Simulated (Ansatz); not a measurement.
## Bands, cutoff and cost in G0W0 for BaTiO3 (R3m)

Wanted: a G0W0 gap for BaTiO3 (R3m) that is converged in bands and cutoff, or an estimate of the limit.

Program: Ansatz 0.2.0. Level of theory: G0W0 on LDA, plane waves, PAW. Results are calculated unless marked as measured.

Report form: the programs' logs are mostly left out.

## Step 1: The starting structure

Symmetry: R3m, No. 160, trigonal system. Conventional cell: a = 5.655 Å, b = 5.655 Å, c = 6.955 Å, α = 90.00°, β = 90.00°, γ = 120.00°. Ba has 12 O at 2.79 to 2.89 Å nearest. Nearest to Ti lie 6 O at 1.87 to 2.14 Å. O has 2 Ti at 1.87 to 2.14 Å and 4 Ba at 2.79 to 2.89 Å nearest. Farther neighbours and most contacts between anions are not listed.

The cell and positions come from the Crystallography Open Database and are kept as given unless a step says otherwise. Spin-orbit coupling is left out unless a step names it.

## Step 2: 168 empty bands, screening to 110 eV

G0W0 replaces the xc potential by the self-energy, built once from these orbitals. Only a window of levels is corrected, while the sums run over the empty bands that the input names. This step takes hard PAW files.

Contents of input.yaml:

```yaml
crystal:
  lattice:
    - [2.8273666084, 1.6323808724, 2.3183934932]
    - [-2.8273666084, 1.6323808724, 2.3183934932]
    - [0.0, -3.2647617449, 2.3183934932]
  atoms:
    - { symbol: Ba, position: [0.0, 0.0, 0.0] }
    - { symbol: Ti, position: [0.4845, 0.4845, 0.4845] }
    - { symbol: O, position: [0.5086, 0.5086, 0.0175] }
    - { symbol: O, position: [0.0175, 0.5086, 0.5086] }
    - { symbol: O, position: [0.5086, 0.0175, 0.5086] }
kpoints:
  mp_grid: { grid: [6, 6, 6] }
hamiltonian:
  xc: lda
  pseudopotentials: { kind: paw, source: ansatz }
scf:
  occupations: { method: fixed }
gw:
  n_empty_bands: 168
  ecut_chi: 110.0
  qp_bands: [v2, c2]
  qp_kpoints: band_edges
  screening: { model: contour_deformation }
```

Run with:

```console
$ ansatz run input.yaml --threads 4 --pin off --max-ram 138240MiB --backend cuda --events-out ev --progress --plain --runs-dir out --devices 1 --max-vram 26GiB
```

Wall time 72 s (1 × NVIDIA H100 80GB HBM3 (shared by 3 runs) with 4 threads of AMD EPYC 7R13 (Zen 3), shared host); peak memory 1.7 GiB; 2.1 min of CPU time.

This step gave:

- bands summed: 188
- RPA ε∞ on this mesh (eigenvalues): 5.391, 5.873, 5.873
- plane waves in the screening matrix: 171
- q-points in the mesh: 216
- G0W0 gap on the mesh: 4.082 eV
- k of the valence top: -0.5, -0.5, -0.5
- k of the conduction bottom: 0, 0, 0
- starting gap on the mesh: 2.347 eV
- Z at the valence top: 0.7255
- Z at the conduction bottom: 0.7445
- least direct G0W0 gap on the computed points: 4.390 eV

The gap on the mesh goes from 2.35 eV to 4.08 eV, a correction of +1.73 eV. Between the two edge states, bare exchange in place of the xc potential would open the gap by 12.44 eV, and correlation takes back 10.71 eV.

## Step 3: 381 empty bands, screening to 190 eV

Bands and screening cutoff are moved together, since each hides the error of the other.

input.yaml, as its differences from that of step 2:

```diff
@@ -19,4 +19,4 @@
 gw:
-  n_empty_bands: 168
-  ecut_chi: 110.0
+  n_empty_bands: 381
+  ecut_chi: 190.0
   qp_bands: [v2, c2]
```

It took 2 min on 1 × NVIDIA H100 80GB HBM3 (shared by 3 runs) with 4 threads; peak memory 3 GiB.

Numbers from this step:

```
bands summed                                 : 401
RPA ε∞ on this mesh (eigenvalues)            : 5.373, 5.851, 5.851
plane waves in the screening matrix          : 389
q-points in the mesh                         : 216
G0W0 gap on the mesh                         : 4.116 eV
k of the valence top                         : -0.5, -0.5, -0.5
k of the conduction bottom                   : 0, 0, 0
starting gap on the mesh                     : 2.347 eV
Z at the valence top                         : 0.7201
Z at the conduction bottom                   : 0.7412
least direct G0W0 gap on the computed points : 4.439 eV
```

Against the run with 6×6×6 mesh, 168 empty bands, screening to 110 eV, hard PAW files, the gap moves by +0.03 eV.

## Step 4: 646 empty bands, screening to 270 eV

input.yaml, as its differences from that of step 3:

```diff
@@ -19,4 +19,4 @@
 gw:
-  n_empty_bands: 381
-  ecut_chi: 190.0
+  n_empty_bands: 646
+  ecut_chi: 270.0
   qp_bands: [v2, c2]
```

The job ended after 5 min (1 × NVIDIA H100 80GB HBM3 (shared by 3 runs) with 4 threads; peak memory 5.1 GiB).

This step gave:

* bands summed: 666
* RPA ε∞ on this mesh (eigenvalues): 5.368, 5.846, 5.846
* plane waves in the screening matrix: 619
* G0W0 gap on the mesh: 4.150 eV
* k of the valence top: -0.5, -0.5, -0.5
* k of the conduction bottom: 0, 0, 0
* starting gap on the mesh: 2.347 eV
* least direct G0W0 gap on the computed points: 4.478 eV

Against the run with 6×6×6 mesh, 381 empty bands, screening to 190 eV, hard PAW files, the gap moves by +0.03 eV.

## Step 5: 1079 empty bands, screening to 380 eV

input.yaml, as its differences from that of step 4:

```diff
@@ -19,4 +19,4 @@
 gw:
-  n_empty_bands: 646
-  ecut_chi: 270.0
+  n_empty_bands: 1079
+  ecut_chi: 380
   qp_bands: [v2, c2]
```

Elapsed: 11 min, on 1 × NVIDIA H100 80GB HBM3 (shared by 3 runs) with 4 threads; peak memory 10 GiB.

Numbers from this step:

```yaml
bands_summed: 1099
rpa_eps_infinity_on_this_mesh_eigenvalues: 5.365, 5.842, 5.842
plane_waves_in_the_screening_matrix: 1045
g0w0_gap_on_the_mesh: 4.175 eV
k_of_the_valence_top: -0.5, -0.5, -0.5
k_of_the_conduction_bottom: 0, 0, 0
starting_gap_on_the_mesh: 2.347 eV
least_direct_g0w0_gap_on_the_computed_points: 4.507 eV
```

Against the run with 6×6×6 mesh, 646 empty bands, screening to 270 eV, hard PAW files, the gap moves by +0.03 eV.

## Step 6: The runs together

Times are wall times on 1 × NVIDIA H100 80GB HBM3 (shared by 3 runs) with 4 threads of AMD EPYC 7R13 (Zen 3), shared host, good to a factor of about two.

| mesh | files | frequency | bands summed | cutoff (eV) | start (eV) | G0W0 (eV) | time | host memory (GiB) |
| --- | --- | --- | --- | --- | --- | --- | --- | --- |
| 6×6×6 | hard PAW | contour deformation | 188 | 110 | 2.347 | 4.082 | 72 s | 1.7 |
| 6×6×6 | hard PAW | contour deformation | 401 | 190 | 2.347 | 4.116 | 2 min | 3.0 |
| 6×6×6 | hard PAW | contour deformation | 666 | 270 | 2.347 | 4.150 | 5 min | 5.1 |
| 6×6×6 | hard PAW | contour deformation | 1099 | 380 | 2.347 | 4.175 | 11 min | 10 |

How the two edges are built up, in eV (the quasiparticle level is the starting level plus Σx plus Σc less Vxc):

```csv
run,edge,start,Σx,Σc,Vxc,Z,QP
188 bands,valence top,9.87,-25.75,4.69,-20.90,0.73,9.72
188 bands,conduction bottom,12.22,-13.04,-6.02,-20.63,0.74,13.80
401 bands,valence top,9.87,-25.75,4.39,-20.90,0.72,9.42
401 bands,conduction bottom,12.22,-13.04,-6.28,-20.63,0.74,13.54
666 bands,valence top,9.87,-25.75,4.23,-20.90,0.72,9.25
666 bands,conduction bottom,12.22,-13.04,-6.41,-20.63,0.74,13.40
1099 bands,valence top,9.87,-25.75,4.11,-20.90,0.72,9.13
1099 bands,conduction bottom,12.22,-13.04,-6.50,-20.63,0.74,13.31
```

## Step 7: What came out

- 188 bands, 110 eV: 4.082 eV
- 401 bands, 190 eV: 4.116 eV
- 666 bands, 270 eV: 4.150 eV
- 1099 bands, 380 eV: 4.175 eV
- estimated limit in bands and cutoff: 4.21 eV
- mesh and start: 6×6×6, LDA

A line in one over the bands through the two highest rungs gives 4.21 eV, +0.04 eV from the top rung; the pair below gives 4.20 eV, in fair agreement. The rungs stand 0.13 eV (188 bands), 0.10 eV (401 bands), 0.06 eV (666 bands) and 0.04 eV (1099 bands) from it. From 188 to 1099 bands the gap moves by +0.09 eV while the time grows 9.6-fold. Σc changes by −0.58 eV at the valence top and −0.49 eV at the conduction bottom, so the levels themselves move more than the gap between them. The cheapest rung within 0.1 eV of this estimate is that with 401 bands (2 min). Gaps are over the mesh's points; an edge off the mesh would be missed. The many-body steps are scalar-relativistic: spin-orbit coupling is not in them.

[Paths, hosts, dates, memory and timing lines, banners, echoed tables and standing remarks are left out of the program output.]

[Logs are printed without paths, hosts, clocks, repeated set-up lines and the standing remarks that a program may print on its own settings, such as how far it seeks lower states.]

[Runs of the session that timed out or met a known fault of the program may be left out.]

[Cells called generated may have been cut or substituted from an entry of the Crystallography Open Database or the Materials Project.]

[Hosts, paths, dates, database ids (printed as entryN), source tags and the programs' standing remarks are cut or masked in the printed files.]
